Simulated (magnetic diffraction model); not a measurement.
## Magnetic neutron pattern of K₂HoI₅

Space group Pnma (no. 62), a = 14.0890 Å, b = 9.5590 Å, c = 8.8770 Å.

```
site  atom       x       y       z
  4c    Ho  0.9945     3/4  0.9167
  8d     I  0.0720  0.5436  0.1641
  4c     I  0.9914     3/4  0.5801
  4c     I  0.8226     3/4  0.1209
  4c     I  0.6984     3/4  0.6663
  8d     K  0.3255  0.9970  0.0562
```

This is a made-up structure (elements placed in a structure type, unrelaxed), so the numbers test the method and describe no known phase.

Only Ho is taken to order (form factors of Ho3+); orders and moment sizes are assumed, and not adapted to the symmetry. Radiation: neutrons of λ = 2.41 Å, 5° to 35°; isotropic B of 0.21 Å² (Ho), 0.21 Å² (I) and 0.37 Å² (K). The intensities are simulated: I ∝ L Σ (|F_N|² + |F_M⊥|²) for unpolarised neutrons, with F_M = 2.695 fm/μB × Σ f(s) S exp(2πi Q·r) exp(−B s²) at Q = H ± k (one set where k and −k are equivalent), only the part normal to Q counting and L = 1/(sin²θ cos θ). For collinear order S is the moment m, which repeats by lattice and centring translations R with the sign exp(−2πi k·R). Form factors are spin-only for 3d ions and dipole or tabulated for f ions, scattering lengths are Sears's of 1992, and absorption is left out. A label names one of the reflections at its angle. The strongest nuclear line in the range is 100, and lines under 0.2 are left out.

Assume the order k = (1/2 1/2 1/2), collinear moments along [100], 6.5 μB on Ho; signs + at (0.9945, 3/4, 0.9167), − at (0.0055, 1/4, 0.0833), + at (0.5055, 1/4, 0.4167), − at (0.4945, 3/4, 0.5833).

Q: Where does magnetic intensity appear, and how strong is it?

| 2θ (°) | index | nuclear | magnetic |
| --- | --- | --- | --- |
| 11.71 | (1/2 1/2 1/2) | 0.0 | 706.4 |
| 18.21 | (3/2 1/2 1/2) | 0.0 | 120.3 |
| 18.46 | (1 0 1) | 100.0 | 0.0 |
| 19.70 | (2 0 0) | 65.9 | 0.0 |
| 21.35 | (0 1 1) | 43.1 | 0.0 |
| 23.71 | (1/2 3/2 1/2) | 0.0 | 196.1 |
| 25.11 | (1/2 1/2 3/2) | 0.0 | 175.0 |
| 26.95 | (5/2 1/2 1/2) | 0.0 | 24.9 |
| 27.58 | (3/2 3/2 1/2) | 0.0 | 106.6 |
| 28.81 | (3/2 1/2 3/2) | 0.0 | 100.7 |
| 29.21 | (0 2 0) | 26.8 | 0.0 |
| 29.21 | (2 1 1) | 25.0 | 0.0 |
| 31.51 | (0 0 2) | 10.6 | 0.0 |
| 32.66 | (1/2 3/2 3/2) | 0.0 | 103.2 |
| 33.08 | (1 0 2) | 0.5 | 0.0 |
| 33.75 | (3 0 1) | 13.7 | 0.0 |
| 34.12 | (5/2 3/2 1/2) | 0.0 | 45.2 |
| 34.78 | (1 2 1) | 19.9 | 0.0 |

The strongest magnetic line in the range is (1/2 1/2 1/2) at 11.71° (706.4). On top of the Lorentz factor, which all lines share, magnetic lines fade with angle because f falls: for Ho3+ it is 0.96, 0.85, 0.71 and 0.44 at sin θ/λ = 0.1, 0.2, 0.3 and 0.5 Å⁻¹, while nuclear lengths stay constant. The order has no net moment.

[Logs are printed without paths, hosts, clocks, repeated set-up lines and the standing remarks that a program may print on its own settings, such as how far it seeks lower states.]
